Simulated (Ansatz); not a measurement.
## Sb on Ti(0001), hcp start, 2x2 cell: photoemission fingerprints

What would XPS and UPS show for Sb on Ti(0001), hcp start, 2x2 cell? Spin–orbit coupling is left out of the bands throughout.

Program: Ansatz 0.2.0. Level of theory: DFT, PBE, plane-wave PAW, default files, scalar-relativistic. Results are calculated unless marked as measured.

## 1. The starting structure

The cell holds 4 atoms: 4 Ti. Cell: a = 2.940 Å, b = 2.940 Å, c = 21.975 Å, α = 90.0°, β = 90.0°, γ = 60.0°. It derives from Ti. Vacuum lies along c.

## 2. The clean face

The clean face is the reference for what the added atoms change.

input.yaml reads:

```yaml
crystal:
  lattice:
    - [2.94, 0.0, 0.0]
    - [1.47, 2.5461146871, 0.0]
    - [0.0, 0.0, 21.975]
  atoms:
    - { symbol: Ti, position: [0.0, 0.0, 0.658703072] }
    - { symbol: Ti, position: [0.666666667, 0.666666667, 0.552901024] }
    - { symbol: Ti, position: [0.0, 0.0, 0.447098976] }
    - { symbol: Ti, position: [0.666666667, 0.666666667, 0.341296928] }
kpoints:
  mp_grid: { grid: [18, 18, 1] }
scf:
  occupations: { method: fermi_dirac, width: 0.05 }
  n_extra_bands: 12
hamiltonian:
  xc: pbe
  pseudopotentials: { kind: paw }
output:
  forces: true
  write_potential: true
  volumetric_format: []
  dos:
    projected: true
    de: 0.05
    e_range: [-30, 12]
    method: { smearing: { sigma: 0.1, scheme: gaussian } }
efield:
  axis: 3
  dipole_correction: true
relax:
  f_tol: 0.03
  max_steps: 50
  constraints: [{ sites: [2, 3] }]
```

The run is started by

```sh
$ ansatz run input.yaml --threads 8 --pin off --max-ram 20480MiB --backend cpu --events-out ev --progress --plain --runs-dir out
```

Numbers of over 12 decimals in the logs are rounded to 6 here.

The log of the run:

```text
scf.n_extra_bands = 12 over 24 filled bands (N_el = 48.0): the run solves 36 bands
Engine: ansatz 0.2.0, aarch64-unknown-linux-gnu
Pseudopotentials: kind: paw
Pseudopotential: Ti, paw, valence charge 12, recommended cutoff 420 eV (normal), Ti.paw.azcp
Functional definition: PBE
  parameter kappa = 0.804
  parameter beta = 0.066725
  exchange = pbe_x(kappa = kappa, mu = beta*pi^2/3)
  correlation = pbe_c(beta = beta)
Crystal: 4 atoms, lattice volume = 164.496 Å³
Basis set: ecut = 420 eV, 3169 PW (Γ), exchange–correlation on 40×40×300 points (8 copies of the dense FFT grid, shifted against one another)
Bands: 36, of which v1, the nominal top of the filled ones, is band 24 counted from 1 (23 counted from 0)
Symmetry: 6 space group operations
k-points: 37 of 324 (time reversal used)
Non-local potential: Ti, projectors of the file, l = 0: 3, l = 1: 2, l = 2: 3, l = 3: 1
PAW form: soft (Blöchl's): semilocal exchange-correlation on the pseudo side does not see the compensation charge
PAW one-centre angular grid: Ti, 590 points (default); XC on 64 Gauss nodes
Initial density: superposition of atomic densities (neutral atoms: chi_scale 0, normalization atom), corrected by the library's trained network
Initial wavefunctions: pseudopotential atomic-orbital guess
Functional: x = pbe(κ = 0.804, μ = 0.219515), c = pbe(β = 0.066725)
SCF iter   1: F=—  HF=-9996.753415 eV  |F-HF|=—  |Δ(HF+E_count)|=         —  Δρ=7.39e-3  dr2=4.71e-1  ethr=1.77e-3  p=0.000 e·Å  D=1.28e-13 V/Å  ΔV_dip=-0.00 eV  dr2_dipole=6.08e-8  V_vac-E_F(+/−)=4.13/4.13 eV  ⟨swp⟩=6.5  Hψ=5694  notcnv=0  defer=11
efield: sawtooth ramp at fractional position 0.9500 (placed from the atoms, in the widest stretch of the axis that holds none; the zero of the levels goes with the place), width 0.1000; the density the first Hamiltonian is built on has a dipole p = 0.000 e·Å; the dipole correction subtracts the counter field D = 1.28e-13 V/Å, which shifts the + side's vacuum level by -0.00 eV against the − side's; the planar-averaged density in the ramp window peaks in size at 1.7e-4 e/Å³
preconditioner: auto → LDOS  [metal: Δε(μ)=0.007 eV  Ē_g=3.047 eV  σ=0.050 eV  W_gap=0.03  n_scr=14 (ndim 8)  ℏωp=11.6 eV  f_vac=0.495  D(μ)=8.64/eV (n_scr^D=98)  β→1.0]
SCF iter   2: F=—  HF=-9996.743258 eV  |F-HF|=—  |Δ(HF+E_count)|=   1.02e-2  Δρ=2.68e-3  dr2=3.00e-2  ethr=9.82e-4  p=-0.000 e·Å  D=-4.58e-5 V/Å  ΔV_dip=0.00 eV  dr2_dipole=7.87e-6  V_vac-E_F(+/−)=4.40/4.40 eV  ⟨swp⟩=2.0  Hψ=1845  notcnv=0  defer=31
SCF iter   3: F=—  HF=-9996.742977 eV  |F-HF|=—  |Δ(HF+E_count)|=   2.81e-4  Δρ=9.14e-4  dr2=3.90e-3  ethr=6.25e-5  p=-0.000 e·Å  D=-7.91e-6 V/Å  ΔV_dip=0.00 eV  dr2_dipole=1.12e-5  V_vac-E_F(+/−)=4.40/4.40 eV  ⟨swp⟩=2.1  Hψ=1927  notcnv=0  defer=52
SCF iter   4: F=—  HF=-9996.742847 eV  |F-HF|=—  |Δ(HF+E_count)|=   1.30e-4  Δρ=2.48e-4  dr2=1.25e-4  ethr=8.13e-6  p=-0.000 e·Å  D=-2.11e-5 V/Å  ΔV_dip=0.00 eV  dr2_dipole=7.83e-9  V_vac-E_F(+/−)=4.43/4.43 eV  ⟨swp⟩=2.0  Hψ=1555  notcnv=0  defer=48
SCF iter   5: F=—  HF=-9996.742906 eV  |F-HF|=—  |Δ(HF+E_count)|=   5.91e-5  Δρ=1.31e-4  dr2=5.36e-5  ethr=2.60e-7  p=0.000 e·Å  D=1.00e-5 V/Å  ΔV_dip=-0.00 eV  dr2_dipole=4.12e-7  V_vac-E_F(+/−)=4.45/4.45 eV  ⟨swp⟩=3.2  Hψ=2343  notcnv=0  defer=48
SCF iter   6: F=-9996.742905 eV  HF=-9996.742913 eV  |F-HF|=8.31e-6  |Δ(HF+E_count)|=   7.38e-6  Δρ=4.91e-5  dr2=1.25e-5  ethr=4.69e-8  p=0.000 e·Å  D=3.31e-6 V/Å  ΔV_dip=-0.00 eV  dr2_dipole=3.26e-8  V_vac-E_F(+/−)=4.46/4.46 eV  ⟨swp⟩=12.7  Hψ=9952  notcnv=0
SCF 1 converged in 6 iterations: F = -9996.742905 eV  dr2 = 1.25e-5
  greatest PAW one-centre occupation: 0.999 electrons in one spin orbital (limit 2), on the Ti atom at site 1 (counted from 0), in its partial waves of l = 0
relax step   1: F+E_penalty+E_count = -9996.74290489 eV  Δ(F+E_penalty+E_count) = +0.000e0 eV  max|allowed force component| = 7.012e-1 eV/Å  Δτ_max = 0.0000 Å  (6 SCF iters, dr2 threshold 2.25e-5 eV, accepted)
Initial density: handed on by an earlier stage of this run
Initial wavefunctions: those handed on with the density
SCF iter   1: F=—  HF=-9996.941472 eV  |F-HF|=—  |Δ(HF+E_count)|=         —  Δρ=1.61e-2  dr2=4.30e0  ethr=3.10e-3  p=0.000 e·Å  D=3.56e-6 V/Å  ΔV_dip=-0.00 eV  dr2_dipole=9.71e-1  V_vac-E_F(+/−)=4.48/4.48 eV  ⟨swp⟩=4.5  Hψ=3710  notcnv=0  defer=2
efield: sawtooth ramp at fractional position 0.9500 (handed on by an earlier solve), width 0.1000; the density the first Hamiltonian is built on has a dipole p = 0.000 e·Å; the dipole correction subtracts the counter field D = 3.56e-6 V/Å, which shifts the + side's vacuum level by -0.00 eV against the − side's; the planar-averaged density in the ramp window peaks in size at 1.4e-5 e/Å³
preconditioner: auto → LDOS  [metal: Δε(μ)=0.006 eV  Ē_g=3.138 eV  σ=0.050 eV  W_gap=0.03  n_scr=14 (ndim 8)  ℏωp=11.6 eV  f_vac=0.503  D(μ)=7.29/eV (n_scr^D=72)  β→1.0]
SCF iter   2: F=—  HF=-9996.822133 eV  |F-HF|=—  |Δ(HF+E_count)|=   1.19e-1  Δρ=8.09e-3  dr2=4.53e-1  ethr=3.10e-3  p=0.013 e·Å  D=1.38e-2 V/Å  ΔV_dip=-0.30 eV  dr2_dipole=5.73e-3  V_vac-E_F(+/−)=4.17/4.47 eV  ⟨swp⟩=2.0  Hψ=2274  notcnv=0  defer=43
SCF iter   3: F=—  HF=-9996.785849 eV  |F-HF|=—  |Δ(HF+E_count)|=   3.63e-2  Δρ=2.53e-3  dr2=6.08e-2  ethr=9.43e-4  p=0.006 e·Å  D=7.08e-3 V/Å  ΔV_dip=-0.16 eV  dr2_dipole=1.10e-2  V_vac-E_F(+/−)=4.33/4.48 eV  ⟨swp⟩=2.1  Hψ=1999  notcnv=0  defer=43
SCF iter   4: F=—  HF=-9996.781000 eV  |F-HF|=—  |Δ(HF+E_count)|=   4.85e-3  Δρ=8.99e-4  dr2=1.02e-2  ethr=1.27e-4  p=0.007 e·Å  D=7.43e-3 V/Å  ΔV_dip=-0.16 eV  dr2_dipole=3.84e-3  V_vac-E_F(+/−)=4.32/4.49 eV  ⟨swp⟩=2.1  Hψ=1990  notcnv=0  defer=43
SCF iter   5: F=—  HF=-9996.780998 eV  |F-HF|=—  |Δ(HF+E_count)|=   1.45e-6  Δρ=1.95e-4  dr2=1.81e-4  ethr=2.13e-5  p=0.007 e·Å  D=7.32e-3 V/Å  ΔV_dip=-0.16 eV  dr2_dipole=5.31e-5  V_vac-E_F(+/−)=4.33/4.49 eV  ⟨swp⟩=1.1  Hψ=1335  notcnv=0  defer=43
SCF iter   6: F=—  HF=-9996.781011 eV  |F-HF|=—  |Δ(HF+E_count)|=   1.26e-5  Δρ=7.77e-5  dr2=3.08e-5  ethr=3.76e-7  p=0.006 e·Å  D=7.14e-3 V/Å  ΔV_dip=-0.16 eV  dr2_dipole=6.00e-6  V_vac-E_F(+/−)=4.33/4.49 eV  ⟨swp⟩=2.0  Hψ=1610  notcnv=0  defer=43
SCF iter   7: F=-9996.781017 eV  HF=-9996.781017 eV  |F-HF|=1.08e-7  |Δ(HF+E_count)|=   6.52e-6  Δρ=2.86e-5  dr2=2.25e-6  ethr=6.40e-8  p=0.006 e·Å  D=7.01e-3 V/Å  ΔV_dip=-0.15 eV  dr2_dipole=4.69e-7  V_vac-E_F(+/−)=4.34/4.49 eV  ⟨swp⟩=14.6  Hψ=10047  notcnv=0
SCF 2 converged in 7 iterations: F = -9996.781017 eV  dr2 = 2.25e-6
  greatest PAW one-centre occupation: 0.999 electrons in one spin orbital (limit 2), on the Ti atom at site 2 (counted from 0), in its partial waves of l = 0
relax step   2: F+E_penalty+E_count = -9996.78101737 eV  Δ(F+E_penalty+E_count) = -3.811e-2 eV  max|allowed force component| = 4.815e-1 eV/Å  Δτ_max = 0.1362 Å  (7 SCF iters, dr2 threshold 3.07e-5 eV, accepted)
iter 1 solved again at ethr=1.00e-3 eV; its pass at ethr=3.10e-3 eV (dr2=4.80e-1 eV) is discarded
SCF iter   1: F=—  HF=-9996.820020 eV  |F-HF|=—  |Δ(HF+E_count)|=         —  Δρ=5.96e-3  dr2=3.96e-1  ethr=1.00e-3  p=0.006 e·Å  D=7.01e-3 V/Å  ΔV_dip=-0.15 eV  dr2_dipole=6.13e-3  V_vac-E_F(+/−)=4.33/4.48 eV  ⟨swp⟩=1.0  Hψ=4421  notcnv=0  defer=38
efield: sawtooth ramp at fractional position 0.9500 (handed on by an earlier solve), width 0.1000; the density the first Hamiltonian is built on has a dipole p = 0.006 e·Å; the dipole correction subtracts the counter field D = 7.01e-3 V/Å, which shifts the + side's vacuum level by -0.15 eV against the − side's; the planar-averaged density in the ramp window peaks in size at 1.4e-5 e/Å³
preconditioner: auto → LDOS  [metal: Δε(μ)=0.017 eV  Ē_g=3.079 eV  σ=0.050 eV  W_gap=0.09  n_scr=14 (ndim 8)  ℏωp=11.6 eV  f_vac=0.498  D(μ)=8.29/eV (n_scr^D=98)  β→1.0]
SCF iter   2: F=—  HF=-9996.802402 eV  |F-HF|=—  |Δ(HF+E_count)|=   1.76e-2  Δρ=3.08e-3  dr2=6.95e-2  ethr=8.25e-4  p=0.002 e·Å  D=2.10e-3 V/Å  ΔV_dip=-0.05 eV  dr2_dipole=2.28e-4  V_vac-E_F(+/−)=4.45/4.50 eV  ⟨swp⟩=2.1  Hψ=1820  notcnv=0  defer=38
SCF iter   3: F=—  HF=-9996.799611 eV  |F-HF|=—  |Δ(HF+E_count)|=   2.79e-3  Δρ=8.66e-4  dr2=5.60e-3  ethr=1.45e-4  p=0.004 e·Å  D=3.96e-3 V/Å  ΔV_dip=-0.09 eV  dr2_dipole=5.02e-5  V_vac-E_F(+/−)=4.40/4.49 eV  ⟨swp⟩=2.0  Hψ=1965  notcnv=0  defer=41
SCF iter   4: F=—  HF=-9996.799240 eV  |F-HF|=—  |Δ(HF+E_count)|=   3.71e-4  Δρ=2.70e-4  dr2=2.30e-4  ethr=1.17e-5  p=0.003 e·Å  D=3.58e-3 V/Å  ΔV_dip=-0.08 eV  dr2_dipole=6.97e-7  V_vac-E_F(+/−)=4.41/4.49 eV  ⟨swp⟩=2.0  Hψ=1606  notcnv=0  defer=43
SCF iter   5: F=-9996.799253 eV  HF=-9996.799252 eV  |F-HF|=8.52e-7  |Δ(HF+E_count)|=   1.22e-5  Δρ=7.43e-5  dr2=1.18e-5  ethr=3.02e-8  p=0.003 e·Å  D=3.50e-3 V/Å  ΔV_dip=-0.08 eV  dr2_dipole=8.53e-7  V_vac-E_F(+/−)=4.41/4.49 eV  ⟨swp⟩=13.4  Hψ=11227  notcnv=0
SCF 3 converged in 5 iterations: F = -9996.799253 eV  dr2 = 1.18e-5
relax step   3: F+E_penalty+E_count = -9996.79925278 eV  Δ(F+E_penalty+E_count) = -1.824e-2 eV  max|allowed force component| = 8.403e-3 eV/Å  Δτ_max = 0.0668 Å  (5 SCF iters, dr2 threshold 1.45e-5 eV, accepted)
[...]
relax step   4: F+E_penalty+E_count = -9996.79926024 eV  Δ(F+E_penalty+E_count) = -7.453e-6 eV  max|allowed force component| = 6.557e-3 eV/Å  Δτ_max = 0.0000 Å  (5 SCF iters, accepted)
SCF iter   1: F=—  HF=-9996.799565 eV  |F-HF|=—  |Δ(HF+E_count)|=         —  Δρ=1.06e-3  dr2=2.18e-2  ethr=1.32e-4  p=0.003 e·Å  D=3.56e-3 V/Å  ΔV_dip=-0.08 eV  dr2_dipole=5.05e-3  V_vac-E_F(+/−)=4.41/4.48 eV  ⟨swp⟩=2.0  Hψ=2252  notcnv=0  defer=9
efield: sawtooth ramp at fractional position 0.9500 (handed on by an earlier solve), width 0.1000; the density the first Hamiltonian is built on has a dipole p = 0.003 e·Å; the dipole correction subtracts the counter field D = 3.56e-3 V/Å, which shifts the + side's vacuum level by -0.08 eV against the − side's; the planar-averaged density in the ramp window peaks in size at 1.4e-5 e/Å³
preconditioner: auto → LDOS  [metal: Δε(μ)=0.007 eV  Ē_g=3.087 eV  σ=0.050 eV  W_gap=0.04  n_scr=14 (ndim 8)  ℏωp=11.6 eV  f_vac=0.498  D(μ)=8.12/eV (n_scr^D=86)  β→1.0]
SCF iter   2: F=—  HF=-9996.799266 eV  |F-HF|=—  |Δ(HF+E_count)|=   2.98e-4  Δρ=3.37e-4  dr2=7.20e-4  ethr=4.54e-5  p=0.004 e·Å  D=3.91e-3 V/Å  ΔV_dip=-0.09 eV  dr2_dipole=1.98e-5  V_vac-E_F(+/−)=4.40/4.48 eV  ⟨swp⟩=1.0  Hψ=1628  notcnv=0  defer=9
SCF iter   3: F=—  HF=-9996.799265 eV  |F-HF|=—  |Δ(HF+E_count)|=   1.76e-6  Δρ=1.31e-4  dr2=1.15e-4  ethr=1.50e-6  p=0.003 e·Å  D=3.72e-3 V/Å  ΔV_dip=-0.08 eV  dr2_dipole=1.20e-5  V_vac-E_F(+/−)=4.40/4.48 eV  ⟨swp⟩=1.4  Hψ=1306  notcnv=0  defer=9
SCF iter   4: F=—  HF=-9996.799256 eV  |F-HF|=—  |Δ(HF+E_count)|=   8.39e-6  Δρ=1.56e-5  dr2=1.77e-6  ethr=2.39e-7  p=0.003 e·Å  D=3.68e-3 V/Å  ΔV_dip=-0.08 eV  dr2_dipole=2.07e-7  V_vac-E_F(+/−)=4.40/4.48 eV  ⟨swp⟩=2.0  Hψ=1463  notcnv=0  defer=9
SCF iter   5: F=—  HF=-9996.799270 eV  |F-HF|=—  |Δ(HF+E_count)|=   1.38e-5  Δρ=9.76e-6  dr2=8.44e-7  ethr=2.08e-10  p=0.003 e·Å  D=3.64e-3 V/Å  ΔV_dip=-0.08 eV  dr2_dipole=2.13e-7  V_vac-E_F(+/−)=4.40/4.48 eV  ⟨swp⟩=11.9  Hψ=8592  notcnv=0
SCF iter   6: F=-9996.799270 eV  HF=-9996.799270 eV  |F-HF|=7.52e-9  |Δ(HF+E_count)|=   1.40e-8  Δρ=2.67e-6  dr2=2.35e-8  ethr=2.08e-10  p=0.003 e·Å  D=3.61e-3 V/Å  ΔV_dip=-0.08 eV  dr2_dipole=5.55e-9  V_vac-E_F(+/−)=4.41/4.48 eV  ⟨swp⟩=8.6  Hψ=7913  notcnv=0
SCF 5 converged in 6 iterations: F = -9996.799270 eV  dr2 = 2.35e-8
relax step   5: F+E_penalty+E_count = -9996.79927011 eV  Δ(F+E_penalty+E_count) = -9.870e-6 eV  max|allowed force component| = 5.147e-3 eV/Å  Δτ_max = 0.0064 Å  (6 SCF iters, accepted)
NSCF: frozen V_eff on 37 k-points
the band table was solved once a step of the walk had ended and its energy, with any forces and stress, was formed, with the checks that follow a solve (6392 applications of the Hamiltonian). They found nothing against the state; the energy, forces and stress were not computed again (output.eigenvalues in the input reference)
WARN: The output density's exchange-correlation potential varies sharply where the density is thin. Do not read a vacuum level from v_tot or v_xc, or from such a field of the output density. On a cell that repeats whose density bears no net charge and no dipole along the vacuum's axis use v_es (v_loc + v_h of the components); under efield.dipole_correction with no amplitude use v_es + v_field, which holds any externa [...]
SCF converged after 6 iterations
Free energy (F): -9996.799270 eV
Harris-Foulkes:  -9996.799270 eV  (|F-HF|=7.52e-9)
Internal energy: -9996.733023 eV  (E = F + TS)
E sigma→0 (E₀):  -9996.766147 eV
Entropy (-TS):   -0.066247 eV (-16.562 meV/atom)
Fermi energy:    3.239086 eV
Dipole field:    D = 0.003495 V/Å  (p = 0.003178 e·Å, saw-weighted, corrected)
Work function:   Φ+ = 4.4068 eV   Φ− = 4.4836 eV
Levels:          The Fermi level and band energies are counted from a zero that moves with the ramp; work functions are not
--- Per-component energies (eV) ---
  E_band       = -1115.332014
  E_kinetic    = 1086.479503
  E_local      = -38554.866257  (includes V_loc(G=0)·N_el)
  E_nonlocal   = 34.203733
  E_hartree    = 18743.724081
  E_xc         = -387.284996
  E_vxc        = -484.237308  (∫ρ·V_xc dr)
  E_paw        = -4190.839467  (= ΣΔE_a)
  E_vpaw       = -684.380514  (= ΣTr[D̂ρ^β])
  E_aug_tail   = 0.000476  (compensation charges beyond the density's cutoff)
  E_efield     = 0.000006  (sawtooth field / dipole correction)
  E_vefield    = -0.000485  (∫n·V_field dr)
  E_ewald      = 13271.849899
  E_smearing   = -0.066247  (= −TS)
  E_closure    = -0.000000  (closes the sum)
  Σ components = -9996.799270   (vs F -9996.799270, Δ=0.00e0)
--- Forces (eV/Å), atoms counted from 1 ---
  atom   1  Ti     0.00000000     0.00000000     0.00145703
  atom   2  Ti    -0.00000000     0.00000000     0.00514699
  atom   3  Ti     0.00000000     0.00000000    -0.61537145
  atom   4  Ti    -0.00000000     0.00000000     0.60872941
  max |Σ_I F_I| component: 3.80e-5 eV/Å
--- Band table (eV; the first three rows and the last of 37) ---
  k-point 0: bands = [... 20 lower, 2.9799, 3.2280, 3.6801, 3.7355, 3.8833, 3.8833, 3.9562, 3.9562, ... 8 higher]
  k-point 1: bands = [... 20 lower, 2.9535, 3.2194, 3.5882, 3.6563, 3.8493, 3.9308, 3.9316, 4.0074, ... 8 higher]
  k-point 2: bands = [... 20 lower, 2.8570, 3.1426, 3.3605, 3.5544, 3.6995, 3.8114, 4.0037, 4.0618, ... 8 higher]
  k-point 36: bands = [... 20 lower, 2.0654, 2.4456, 2.5173, 3.1842, 3.1915, 3.3226, 3.3631, 3.5119, ... 8 higher]
--- Relaxed structure (5 steps of the walk, 5 accepted, 0 SCFs on fresh bases) ---
  F+E_penalty+E_count = -9996.79927011 eV   max|allowed force component| = 5.147e-3 eV/Å
  atoms:
    - { symbol: Ti, position: [0, 0, 0.655254] }
    - { symbol: Ti, position: [0.666667, 0.666667, 0.556889] }
    - { symbol: Ti, position: [0.0, 0.0, 0.447098976] }
    - { symbol: Ti, position: [0.666667, 0.666667, 0.341297] }
```

Run time: 13 s. Hardware: 8 threads of Arm Neoverse V1, shared host; peak memory 0.64 GiB; 93 s of CPU time.

The steps of the relaxation:

```csv
step,energy less that of the first step (eV),largest force component (eV/Å)
1,0.0000,0.7012
2,-0.0381,0.4815
3,-0.0563,0.0084
4,-0.0564,0.0066
5,-0.0564,0.0051
```

The run keeps the 6 symmetry operations that it works with, so distortions that break them were not tested.

The atoms that moved most (Å):

```csv
atom,dx,dy,dz,length
Ti2,0.000,0.000,0.088,0.088
Ti1,0.000,0.000,-0.076,0.076
```

This step gave:

| Quantity | Value |
| --- | --- |
| free energy | -9996.7993 eV |
| energy at zero smearing | -9996.7661 eV |
| smearing term TS | 0.06625 eV |
| Fermi energy | 3.239 eV |
| symmetry operations | 6 |
| zero of energy | Fermi level |
| share of occupied states in no projected shell | 0.0327 of the occupied states in the window |
| DOS at the Fermi level | 8.185 states/eV/cell |
| work function, upper face | 4.405 eV |
| work function, lower face | 4.484 eV |

The DOS has structure finer than the step of the table below, so its rows give means over 0.5 eV, whole bins alone (the curve runs from -7.47 to 1.93 eV). Peaks (eV: height): total -1.68: 5.19, -0.78: 9.94, 0.82: 11.3; Ti 3d -1.68: 4.40, -0.78: 8.59, 0.82: 10.4, 1.23: 8.98; Ti 4s -4.28: 0.864, -3.08: 1.14, -2.58: 1.54, -2.27: 1.28; Ti 4p* -0.78: 0.538, 0.33: 0.686, 1.12: 0.568, 1.43: 0.414.

* holds the states left over by the projection beside any projected weight of its own. DOS against E, zero at the Fermi level; means over each step; values in states/eV/cell:

```csv
E (eV),total,Ti 3d,Ti 4s,Ti 4p*
-6.5,0,0,0,0
-6.0,0.0242,5.5e-5,0.0239,2.5e-4
-5.5,0.247,0.00113,0.242,0.00348
-5.0,0.341,0.00626,0.328,0.00722
-4.5,0.595,0.0243,0.556,0.0153
-4.0,0.679,0.0523,0.607,0.0202
-3.5,0.988,0.162,0.796,0.0302
-3.0,1.42,0.414,0.961,0.0429
-2.5,3.01,1.70,1.23,0.0745
-2.0,4.67,3.54,1.01,0.127
-1.5,4.37,3.83,0.401,0.140
-1.0,6.42,5.78,0.355,0.291
-0.5,5.68,4.89,0.485,0.304
0.0,7.60,6.52,0.541,0.546
0.5,8.76,7.83,0.351,0.578
1.0,9.71,8.84,0.348,0.517
1.5,5.17,4.70,0.167,0.305
```

Maxima picked by a test of local sharpness, so broad peaks and shoulders can be missing; peaks within 0.45 eV of a curve's cut are left out. Valence peaks, by row:

```csv
photon energy (eV),binding energy (eV),height (% of the maximum within 13 eV),main shell,its share (%)
21.2,0.8,100,Ti 3d,99.08
60,0.8,100,Ti 3d,99.38
1487,2.1,90.91,Ti 4s,58.2
1487,0.75,100,Ti 3d,70.06
5950,2.5,100,Ti 4s,97.7
5950,0.75,52.82,Ti 4s,84.97
5950,0.3,46.51,Ti 4s,87.24
9252,2.5,100,Ti 4s,98.97
9252,0.75,49.04,Ti 4s,92.66
9252,0.3,43.81,Ti 4s,93.81
```

The planar mean, electrostatic potential oscillates, so the rows of the table below give means over windows of 1 Å about each position, cut where the curve ends. Its maxima inside the range that stand out by 2 % of the span (Å: eV): 8.6: -0.321, 11.0: -0.0502, 13.3: -1.41. Its minima: 7.5: -12.9, 9.8: -12.7, 12.2: -12.6, 14.4: -12.8.

From the Fermi level. The planar mean, electrostatic potential by z; means over each step:

```csv
z (Å),"planar mean, electrostatic potential (eV)"
0,4.45
1,4.48
2,4.48
3,4.48
4,4.46
5,4.21
6,2.20
7,-8.09
8,-7.75
9,-3.98
10,-10.7
11,-1.76
12,-10.2
13,-5.13
14,-8.97
15,-6.86
16,2.57
17,4.19
18,4.38
19,4.40
20,4.41
21,4.41
```

The spectra weight each projected shell by its atomic cross section (Dirac–Hartree–Slater) and angular factor, for linear light with the analyser at 0° from the polarisation. Broadening, on top of any smearing of the DOS itself: a Gaussian of 0.3 eV and a Lorentzian of 0.2 eV plus 0.03 times the binding energy (full widths), Fermi edge at 300 K. Each atom is damped by exp[−depth/(λ cos θ)], θ = 0° from the normal, λ from the universal curve. Curves are cut 10 eV under the photon energy, above any shell that the free atom's threshold puts out of reach, or at the lower edge of the window: 7.5 eV at 21.2 eV, 7.5 eV at 60 eV, 7.5 eV at 1486.7 eV, 7.5 eV at 5950 eV and 7.5 eV at 9251.7 eV. Dipole terms alone, which is rough above 3 keV; no background, satellites or final-state effects.

Share of each shell in the spectrum's area (%), by photon energy:

```csv
shell,21.2 eV,60 eV,1486.7 eV,5950 eV,9251.7 eV
Ti 4s,2.5,1.9,56.2,95.3,97.8
Ti 4p*,0.2,0.1,1.8,0.8,0.5
Ti 3d,97.3,98.1,42.0,4.0,1.7
```

Cross sections used, in Mb an electron:

```csv
shell,21.2 eV,60 eV,1486.7 eV,5950 eV,9251.7 eV
Ti 4s,0.081,0.043,2.3e-4,1.0e-5,3.3e-6
Ti 4p*,0.049,0.012,5.3e-5,7.8e-7,1.7e-7
Ti 3d,2.5,1.2,9.2e-5,3.0e-7,4.2e-8
```

At the Fermi level the DOS is 8.18 states/eV a cell, and on the broadened curves Ti 3d holds 85 % of the total there.

(Part 1 of 4 ends here.)

[Logs are printed without paths, hosts, clocks, repeated set-up lines and the standing remarks that a program may print on its own settings, such as how far it seeks lower states.]

[Hosts, paths, dates, database ids (printed as entryN), source tags and the programs' standing remarks are cut or masked in the printed files.]

[Maps of the electrostatic potential energy from Ansatz leave out the sawtooth potential of an applied field or a dipole correction, so their vacuum need not be flat; work functions include it.]
